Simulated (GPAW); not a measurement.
# Settings that the conductance of a Au chain with one bond drawn out by 1.4 Å needs, part 2 of 4

How do the numerical settings move the conductance of a Au chain with one bond drawn out by 1.4 Å?

GPAW 26.7.0; GPAW LCAO, PAW setups; Landauer transmission from Green's functions with principal layers (ASE), zero bias.

So far, transmission at the Fermi level (one spin): step 2 (the reference run) 0.359; step 3 (k-points along the lead 2) 0.357; step 4 (k-points along the lead 4) 0.359; step 5 (k-points along the lead 8) 0.359; step 6 (k-points along the lead 30) 0.359.

## Step 8: Broadening: eta = 1e-06

The broadening keeps the Green's functions finite; too large a value absorbs electrons where channels are open and leaks them where none are.

This step: GPAW LCAO, PAW setups; Landauer transmission from Green's functions with principal layers (ASE), zero bias (GPAW 26.7.0).

File run.py:

```python
import json
import numpy as np
from ase import Atoms
from ase.transport.calculators import TransportCalculator
from gpaw import GPAW, FermiDirac
from gpaw.lcao.tools import get_lcao_hamiltonian
from scipy.linalg import eigh

# The junction with lead layers at both ends, along the third cell vector
device = Atoms(
    ['Au', 'Au', 'Au', 'Au', 'Au', 'Au', 'Au', 'Au', 'Au', 'Au'],
    positions=[
        [4.50000, 4.50000, 1.30000],
        [4.50000, 4.50000, 3.90000],
        [4.50000, 4.50000, 6.50000],
        [4.50000, 4.50000, 9.10000],
        [4.50000, 4.50000, 11.70000],
        [4.50000, 4.50000, 15.70000],
        [4.50000, 4.50000, 18.30000],
        [4.50000, 4.50000, 20.90000],
        [4.50000, 4.50000, 23.50000],
        [4.50000, 4.50000, 26.10000]],
    cell=[[9.0, 0.0, 0.0], [0.0, 9.0, 0.0], [0.0, 0.0, 27.4]],
    pbc=True)

# One principal layer of the lead: the first 3 atoms of the device
lead = Atoms(
    ['Au', 'Au', 'Au'],
    positions=[
        [4.50000, 4.50000, 1.30000],
        [4.50000, 4.50000, 3.90000],
        [4.50000, 4.50000, 6.50000]],
    cell=[[9.0, 0.0, 0.0], [0.0, 9.0, 0.0], [0.0, 0.0, 7.8]],
    pbc=True)

settings = dict(mode='lcao', basis='dzp', xc='PBE', h=0.2,
                occupations=FermiDirac(0.1), maxiter=250,
                mixer=dict(beta=0.1, nmaxold=8, weight=100.0),
                convergence=dict(density=0.0001))
energies = np.arange(-2, 2 + 1e-9, 0.05)
eta = 1e-06
n1, n2 = 1, 1
# k and -k transmit alike, so half of the mesh across the current serves
mesh = [(i, j) for i in range(n1) for j in range(n2) if (i, j) <= (-i % n1, -j % n2)]
weights = np.array([1 if (i, j) == (-i % n1, -j % n2) else 2 for i, j in mesh]) / (n1 * n2)

# [... helper functions left out ...]
fermi_lead = ground_state(lead, (1, 1, 15), 'lead.txt')
fermi_device = ground_state(device, (1, 1, 3), 'device.txt')
# [... loop over the mesh left out, but for ...]
        # Shift the lead onto the potential of the device's first layer
        shift = ((H[:, 0, 0] - H0[:, 0, 0]) / S0[0, 0]).real.mean()
# [...]
kT = 8.617333e-5 * 77
bias = [0.1, 0.2, 0.5, 1.0, 1.5, 2.0]
# [... integrals and printing left out ...]
```

On the command line:

```console
$ OMP_NUM_THREADS=1 OPENBLAS_NUM_THREADS=2 python run.py
```

Log:

```text
basis functions: device 150, principal layer 45
Fermi level: lead -4.6464 eV, device -4.6635 eV; lead shifted by 0.0095 eV
largest coupling past the next layer 2.46e-07 eV, largest misfit of the first layer 0.044 eV
  E-E_F (eV)   T (one spin)  channels
    -2.000    7.9070e-02    3.0000
    -1.950    8.1325e-02    3.0000
    -1.900    8.3488e-02    3.0000
    -1.850    8.5565e-02    3.0000
    -1.800    8.7561e-02    3.0000
    -1.750    8.9479e-02    3.0000
    -1.700    9.1317e-02    3.0000
    -1.650    9.3068e-02    3.0000
    -1.600    9.4716e-02    3.0000
    -1.550    9.6235e-02    3.0000
    -1.500    9.7589e-02    3.0000
    -1.450    9.8728e-02    3.0000
    -1.400    9.9591e-02    3.0000
    -1.350    1.0010e-01    3.0000
    -1.300    1.0018e-01    5.0000
    -1.250    9.9707e-02    5.0000
[...]
1.650    3.5472e-01    1.0000
     1.700    3.5433e-01    1.0000
     1.750    3.5394e-01    1.0000
     1.800    3.5355e-01    1.0000
     1.850    3.5315e-01    1.0000
     1.900    3.5275e-01    1.0000
     1.950    3.5233e-01    1.0000
     2.000    3.5190e-01    1.0000
conductance at 77 K: 0.35959 G0 a cell; thermopower -0.5724 uV/K
current from the zero-bias T(E) at 0.1 V: 2.7833 uA
current from the zero-bias T(E) at 0.2 V: 5.5545 uA
current from the zero-bias T(E) at 0.5 V: 13.869 uA
current from the zero-bias T(E) at 1.0 V: 27.259 uA
current from the zero-bias T(E) at 1.5 V: 38.776 uA
current from the zero-bias T(E) at 2.0 V: 49.166 uA
```

The job ended after 73 s (2 threads of Intel Xeon Platinum 8259CL at 2.50GHz (Skylake/Cascade Lake), shared host; peak memory 0.9 GiB).

This step gave:

* conductance: 0.3596 G₀
* largest misfit of the first principal layer: 0.04367 eV
* shift that aligns the lead: 0.009526 eV
* transmission at the Fermi level (one spin): 0.3598

One spin. Transmission, zone mean against energy, zero at the Fermi level:

```tsv
energy (eV)	transmission, zone mean
-2.000	0.0791
-1.800	0.0876
-1.600	0.0947
-1.400	0.0996
-1.200	0.0985
-1.000	0.127
-0.800	0.201
-0.600	0.228
-0.400	0.309
-0.300	0.373
-0.200	0.338
0.000	0.360
0.200	0.370
0.250	0.370
0.400	0.369
0.600	0.366
0.800	0.360
1.000	0.362
1.200	0.359
1.400	0.357
1.600	0.355
1.800	0.354
2.000	0.352
```

Crossings of the lead's bands, unfolded to its shortest repeat. The open channels, zone mean by energy, zero at the Fermi level:

energy (eV), open channels, zone mean and a bar from the least value:
```
   -2.000       3.00 ############
   -1.800       3.00 ############
   -1.600       3.00 ############
   -1.400       3.00 ############
   -1.200       5.00 ########################
   -1.000       6.00 ##############################
   -0.800       4.00 ##################
   -0.600       4.00 ##################
   -0.400       4.00 ##################
   -0.200       3.00 ############
    0.000       1.00 
    0.200       1.00 
    0.400       1.00 
    0.600       1.00 
    0.800       1.00 
    1.000       1.00 
    1.200       1.00 
    1.400       1.00 
    1.600       1.00 
    1.800       1.00 
    2.000       1.00
```

Not self-consistent under bias; the bias window is split evenly. Current through one cell, from the zero-bias transmission against bias:

```tsv
bias (V)	current through one cell, from the zero-bias transmission (μA)
0.100	2.78
0.200	5.55
0.500	13.9
1.000	27.3
1.500	38.8
2.000	49.2
```

The conductance equals that of the base run to 0.2 %.

## Step 9: Broadening: eta = 0.001

run.py, as its differences from that of step 8:

```diff
@@ -40,3 +40,3 @@
 energies = np.arange(-2, 2 + 1e-9, 0.05)
-eta = 1e-06
+eta = 0.001
 n1, n2 = 1, 1
```

Log:

```text
basis functions: device 150, principal layer 45
Fermi level: lead -4.6464 eV, device -4.6635 eV; lead shifted by 0.0095 eV
largest coupling past the next layer 2.46e-07 eV, largest misfit of the first layer 0.044 eV
  E-E_F (eV)   T (one spin)  channels
    -2.000    7.8380e-02    3.0000
    -1.950    8.0611e-02    3.0000
    -1.900    8.2751e-02    3.0000
    -1.850    8.4805e-02    3.0000
    -1.800    8.6777e-02    3.0000
    -1.750    8.8671e-02    3.0000
    -1.700    9.0484e-02    3.0000
    -1.650    9.2209e-02    3.0000
    -1.600    9.3828e-02    3.0000
    -1.550    9.5318e-02    3.0000
    -1.500    9.6641e-02    3.0000
    -1.450    9.7749e-02    3.0000
    -1.400    9.8581e-02    3.0000
    -1.350    9.9063e-02    3.0000
    -1.300    9.9112e-02    5.0000
    -1.250    9.8613e-02    5.0000
[...]
1.650    3.5296e-01    1.0000
     1.700    3.5258e-01    1.0000
     1.750    3.5221e-01    1.0000
     1.800    3.5184e-01    1.0000
     1.850    3.5146e-01    1.0000
     1.900    3.5107e-01    1.0000
     1.950    3.5067e-01    1.0000
     2.000    3.5025e-01    1.0000
conductance at 77 K: 0.35531 G0 a cell; thermopower -0.5997 uV/K
current from the zero-bias T(E) at 0.1 V: 2.7501 uA
current from the zero-bias T(E) at 0.2 V: 5.4877 uA
current from the zero-bias T(E) at 0.5 V: 13.688 uA
current from the zero-bias T(E) at 1.0 V: 26.873 uA
current from the zero-bias T(E) at 1.5 V: 38.231 uA
current from the zero-bias T(E) at 2.0 V: 48.491 uA
```

The job ended after 76 s (2 threads; peak memory 0.9 GiB).

This step gave:

| Quantity | Value |
| --- | --- |
| conductance | 0.3553 G₀ |
| transmission at the Fermi level (one spin) | 0.3555 |

One spin. Transmission, zone mean against energy, zero at the Fermi level:

energy (eV), transmission, zone mean and a bar from the least value:
```
    -2.00      0.078 
    -1.90      0.083 
    -1.80      0.087 #
    -1.70      0.090 #
    -1.55      0.095 ##
    -1.45      0.098 ##
    -1.35      0.099 ##
    -1.25      0.099 ##
    -1.15      0.095 ##
    -1.05      0.114 ####
    -0.90      0.162 #########
    -0.80      0.194 ############
    -0.70      0.213 ##############
    -0.60      0.223 ###############
    -0.50      0.251 ##################
    -0.40      0.302 #######################
    -0.30      0.363 ##############################
    -0.25      0.352 ############################
    -0.15      0.341 ###########################
    -0.05      0.349 ############################
     0.00      0.356 #############################
     0.05      0.360 #############################
     0.15      0.365 ##############################
     0.25      0.367 ##############################
     0.30      0.367 ##############################
     0.40      0.366 ##############################
     0.50      0.365 ##############################
     0.60      0.364 ##############################
     0.70      0.362 #############################
     0.80      0.358 #############################
     0.90      0.362 #############################
     1.05      0.359 #############################
     1.15      0.358 #############################
     1.25      0.356 #############################
     1.35      0.355 #############################
     1.45      0.355 #############################
     1.55      0.354 #############################
     1.70      0.353 #############################
     1.80      0.352 ############################
     1.90      0.351 ############################
     2.00      0.350 ############################
```

Crossings of the lead's bands, unfolded to its shortest repeat. Open channels, zone mean against energy, zero at the Fermi level:

```tsv
energy (eV)	open channels, zone mean
-2.00	3
-1.90	3
-1.80	3
-1.70	3
-1.55	3
-1.45	3
-1.35	3
-1.25	5
-1.15	5
-1.05	6
-0.90	6
-0.80	4
-0.70	4
-0.60	4
-0.50	4
-0.40	4
-0.25	4
-0.15	3
-0.05	1
0.00	1
0.05	1
0.15	1
0.25	1
0.40	1
0.50	1
0.60	1
0.70	1
0.80	1
0.90	1
1.05	1
1.15	1
1.25	1
1.35	1
1.45	1
1.55	1
1.70	1
1.80	1
1.90	1
2.00	1
```

Not self-consistent under bias; the bias window is split evenly. Current through one cell, from the zero-bias transmission against bias:

```tsv
bias (V)	current through one cell, from the zero-bias transmission (μA)
0.100	2.75
0.200	5.49
0.500	13.7
1.000	26.9
1.500	38.2
2.000	48.5
```

The conductance, 0.355 G₀, lies 1.1 % below that of the base run.

## Step 10: Varying the broadening: eta = 0.01

run.py, as its differences from that of step 9:

```diff
@@ -40,3 +40,3 @@
 energies = np.arange(-2, 2 + 1e-9, 0.05)
-eta = 0.001
+eta = 0.01
 n1, n2 = 1, 1
```

Log:

```text
basis functions: device 150, principal layer 45
Fermi level: lead -4.6464 eV, device -4.6635 eV; lead shifted by 0.0095 eV
largest coupling past the next layer 2.46e-07 eV, largest misfit of the first layer 0.044 eV
  E-E_F (eV)   T (one spin)  channels
    -2.000    7.2468e-02    3.0000
    -1.950    7.4496e-02    3.0000
    -1.900    7.6437e-02    3.0000
[...]
1.950    3.3605e-01    1.0000
     2.000    3.3576e-01    1.0000
conductance at 77 K: 0.31903 G0 a cell; thermopower -0.8437 uV/K
current from the zero-bias T(E) at 0.1 V: 2.469 uA
current from the zero-bias T(E) at 0.2 V: 4.9245 uA
current from the zero-bias T(E) at 0.5 V: 12.202 uA
current from the zero-bias T(E) at 1.0 V: 23.734 uA
current from the zero-bias T(E) at 1.5 V: 33.799 uA
current from the zero-bias T(E) at 2.0 V: 43.079 uA
```

Run time: 62 s. Hardware: 2 threads; peak memory 0.9 GiB.

The conductance, 0.319 G₀, lies 11 % below that of the base run.

## Step 11: Varying the broadening: eta = 0.05

run.py, as its differences from that of step 10:

```diff
@@ -40,3 +40,3 @@
 energies = np.arange(-2, 2 + 1e-9, 0.05)
-eta = 0.01
+eta = 0.05
 n1, n2 = 1, 1
```

Log:

```text
basis functions: device 150, principal layer 45
Fermi level: lead -4.6464 eV, device -4.6635 eV; lead shifted by 0.0095 eV
largest coupling past the next layer 2.46e-07 eV, largest misfit of the first layer 0.044 eV
  E-E_F (eV)   T (one spin)  channels
    -2.000    5.1697e-02    3.0000
    -1.950    5.3017e-02    3.0000
    -1.900    5.4265e-02    3.0000
[...]
1.950    2.7805e-01    1.0000
     2.000    2.7822e-01    1.0000
conductance at 77 K: 0.19842 G0 a cell; thermopower -1.894 uV/K
current from the zero-bias T(E) at 0.1 V: 1.5354 uA
current from the zero-bias T(E) at 0.2 V: 3.061 uA
current from the zero-bias T(E) at 0.5 V: 7.5175 uA
current from the zero-bias T(E) at 1.0 V: 14.344 uA
current from the zero-bias T(E) at 1.5 V: 20.634 uA
current from the zero-bias T(E) at 2.0 V: 26.952 uA
```

The job ended after 69 s (2 threads; peak memory 0.9 GiB).

One spin. Transmission, zone mean against energy, zero at the Fermi level:

energy (eV), transmission, zone mean and a bar from the least value:
```
    -2.00      0.052 
    -1.85      0.055 
    -1.70      0.058 #
    -1.60      0.060 #
    -1.45      0.061 #
    -1.30      0.059 #
    -1.15      0.055 
    -1.05      0.056 #
    -0.90      0.060 #
    -0.75      0.062 #
    -0.60      0.067 ##
    -0.50      0.079 ####
    -0.35      0.114 ########
    -0.20      0.152 #############
    -0.05      0.188 ##################
     0.00      0.199 ###################
     0.05      0.208 #####################
     0.20      0.229 #######################
     0.35      0.243 #########################
     0.50      0.252 ###########################
     0.60      0.257 ###########################
     0.75      0.262 ############################
     0.90      0.267 #############################
     1.05      0.270 #############################
     1.15      0.271 #############################
     1.30      0.273 #############################
     1.45      0.275 ##############################
     1.60      0.276 ##############################
     1.70      0.277 ##############################
     1.85      0.278 ##############################
     2.00      0.278 ##############################
```

The conductance, 0.198 G₀, lies 45 % below that of the base run.

## Step 12: Convergence in the broadening

The runs and the base run on one axis.

This step: convergence of the conductance (GPAW 26.7.0).

Table of conductance by log10 of the broadening in eV:

```tsv
log10 of the broadening in eV	conductance (G₀)
-6.00	0.360
-4.00	0.359
-3.00	0.355
-2.00	0.319
-1.30	0.198
```

## Step 13: Smearing: width = 0.01

Smearing helps the SCF of a metal converge, but it blurs occupations at band edges near the Fermi level.

This step: GPAW LCAO, PAW setups; Landauer transmission from Green's functions with principal layers (ASE), zero bias (GPAW 26.7.0).

run.py, as its differences from that of step 11:

```diff
@@ -36,3 +36,3 @@
 settings = dict(mode='lcao', basis='dzp', xc='PBE', h=0.2,
-                occupations=FermiDirac(0.1), maxiter=250,
+                occupations=FermiDirac(0.01), maxiter=250,
                 mixer=dict(beta=0.1, nmaxold=8, weight=100.0),
@@ -40,3 +40,3 @@
 energies = np.arange(-2, 2 + 1e-9, 0.05)
-eta = 0.05
+eta = 0.0001
 n1, n2 = 1, 1
```

Log:

```text
basis functions: device 150, principal layer 45
Fermi level: lead -4.7119 eV, device -4.7461 eV; lead shifted by 0.0074 eV
largest coupling past the next layer 2.47e-07 eV, largest misfit of the first layer 0.030 eV
  E-E_F (eV)   T (one spin)  channels
    -2.000    7.8324e-02    3.0000
    -1.950    8.0777e-02    3.0000
    -1.900    8.3205e-02    3.0000
    -1.850    8.5597e-02    3.0000
    -1.800    8.7933e-02    3.0000
    -1.750    9.0175e-02    3.0000
    -1.700    9.2271e-02    3.0000
    -1.650    9.4160e-02    3.0000
    -1.600    9.5781e-02    3.0000
    -1.550    9.7081e-02    3.0000
    -1.500    9.8022e-02    3.0000
    -1.450    9.8586e-02    3.0000
    -1.400    9.8773e-02    3.0000
    -1.350    9.8592e-02    3.0000
    -1.300    9.8055e-02    3.0000
    -1.250    9.7167e-02    3.0000
[...]
1.650    3.5555e-01    1.0000
     1.700    3.5558e-01    1.0000
     1.750    3.5558e-01    1.0000
     1.800    3.5554e-01    1.0000
     1.850    3.5547e-01    1.0000
     1.900    3.5536e-01    1.0000
     1.950    3.5520e-01    1.0000
     2.000    3.5501e-01    1.0000
conductance at 77 K: 0.37235 G0 a cell; thermopower 1.644 uV/K
current from the zero-bias T(E) at 0.1 V: 2.8367 uA
current from the zero-bias T(E) at 0.2 V: 5.5926 uA
current from the zero-bias T(E) at 0.5 V: 14.445 uA
current from the zero-bias T(E) at 1.0 V: 27.479 uA
current from the zero-bias T(E) at 1.5 V: 38.491 uA
current from the zero-bias T(E) at 2.0 V: 47.383 uA
```

Run time: 69 s. Hardware: 2 threads; peak memory 0.9 GiB.

This step gave:

- conductance: 0.3723 G₀
- largest coupling past the next principal layer: 2.47e-7 eV
- largest misfit of the first principal layer: 0.03002 eV
- shift that aligns the lead: 0.007414 eV
- transmission at the Fermi level (one spin): 0.3759
- open channels of the lead at the Fermi level (one spin): 3

One spin. Transmission, zone mean against energy, zero at the Fermi level:

```tsv
energy (eV)	transmission, zone mean
-2.00	0.0783
-1.90	0.0832
-1.80	0.0879
-1.70	0.0923
-1.55	0.0971
-1.45	0.0986
-1.35	0.0986
-1.25	0.0972
-1.15	0.0943
-1.05	0.0899
-0.90	0.101
-0.80	0.111
-0.70	0.174
-0.60	0.234
-0.50	0.280
-0.40	0.313
-0.25	0.372
-0.15	0.485
-0.05	0.373
0.00	0.376
0.05	0.341
0.15	0.347
0.25	0.350
0.40	0.351
0.50	0.352
0.60	0.352
0.70	0.352
0.80	0.352
0.90	0.345
1.05	0.354
1.15	0.354
1.25	0.355
1.35	0.355
1.45	0.355
1.55	0.355
1.70	0.356
1.80	0.356
1.90	0.355
2.00	0.355
```

Crossings of the lead's bands, unfolded to its shortest repeat. The open channels, zone mean by energy, zero at the Fermi level:

```tsv
energy (eV)	open channels, zone mean
-2.000	3
-1.800	3
-1.600	3
-1.400	3
-1.200	5
-1.000	6
-0.800	6
-0.600	4
-0.400	4
-0.200	4
0.000	3
0.200	1
0.400	1
0.600	1
0.800	1
1.000	1
1.200	1
1.400	1
1.600	1
1.800	1
2.000	1
```

Not self-consistent under bias; the bias window is split evenly. Current through one cell, from the zero-bias transmission against bias:

```tsv
bias (V)	current through one cell, from the zero-bias transmission (μA)
0.100	2.84
0.200	5.59
0.500	14.4
1.000	27.5
1.500	38.5
2.000	47.4
```

The conductance, 0.372 G₀, lies 3.7 % above that of the base run.

## Step 14: Varying the smearing: width = 0.03

run.py, as its differences from that of step 13:

```diff
@@ -36,3 +36,3 @@
 settings = dict(mode='lcao', basis='dzp', xc='PBE', h=0.2,
-                occupations=FermiDirac(0.01), maxiter=250,
+                occupations=FermiDirac(0.03), maxiter=250,
                 mixer=dict(beta=0.1, nmaxold=8, weight=100.0),
```

Log:

```text
basis functions: device 150, principal layer 45
Fermi level: lead -4.6972 eV, device -4.7267 eV; lead shifted by 0.0028 eV
largest coupling past the next layer 2.47e-07 eV, largest misfit of the first layer 0.026 eV
  E-E_F (eV)   T (one spin)  [channel counts left out]
    -2.000    7.9014e-02
    -1.950    8.1439e-02
    -1.900    8.3834e-02
    -1.850    8.6186e-02
    -1.800    8.8468e-02
    -1.750    9.0638e-02
    -1.700    9.2646e-02
    -1.650    9.4430e-02
    -1.600    9.5938e-02
    -1.550    9.7123e-02
    -1.500    9.7958e-02
    -1.450    9.8433e-02
    -1.400    9.8550e-02
    -1.350    9.8317e-02
    -1.300    9.7742e-02
    -1.250    9.6819e-02
[...]
1.650    3.5563e-01
     1.700    3.5562e-01
     1.750    3.5558e-01
     1.800    3.5550e-01
     1.850    3.5539e-01
     1.900    3.5525e-01
     1.950    3.5506e-01
     2.000    3.5483e-01
conductance at 77 K: 0.34318 G0 a cell; thermopower 1.659 uV/K
current from the zero-bias T(E) at 0.1 V: 2.709 uA
current from the zero-bias T(E) at 0.2 V: 5.4749 uA
current from the zero-bias T(E) at 0.5 V: 14.123 uA
current from the zero-bias T(E) at 1.0 V: 27.249 uA
current from the zero-bias T(E) at 1.5 V: 38.476 uA
current from the zero-bias T(E) at 2.0 V: 47.639 uA
```

Wall time 65 s (2 threads); peak memory 0.9 GiB.

Numbers from this step:

| Item | Value |
| --- | --- |
| conductance | 0.3432 G₀ |
| largest misfit of the first principal layer | 0.02634 eV |
| shift that aligns the lead | 0.002837 eV |
| transmission at the Fermi level (one spin) | 0.3396 |

One spin. Table of transmission, zone mean by energy, zero at the Fermi level:

```tsv
energy (eV)	transmission, zone mean
-2.000	0.0790
-1.800	0.0885
-1.600	0.0959
-1.400	0.0985
-1.200	0.0955
-1.000	0.0939
-0.800	0.135
-0.600	0.244
-0.400	0.315
-0.200	0.424
0.000	0.340
0.200	0.351
0.400	0.353
0.600	0.353
0.800	0.353
1.000	0.355
1.200	0.355
1.400	0.355
1.600	0.356
1.800	0.356
2.000	0.355
```

Not self-consistent under bias; the bias window is split evenly. Current through one cell, from the zero-bias transmission against bias:

```tsv
bias (V)	current through one cell, from the zero-bias transmission (μA)
0.100	2.71
0.200	5.47
0.500	14.1
1.000	27.2
1.500	38.5
2.000	47.6
```

The conductance, 0.343 G₀, lies 4.5 % below that of the base run.

[end of part 2 of 4]

[Logs are printed without paths, hosts, clocks, repeated set-up lines and the standing remarks that a program may print on its own settings, such as how far it seeks lower states.]

[Hosts, paths, dates, database ids (printed as entryN), source tags and the programs' standing remarks are cut or masked in the printed files.]
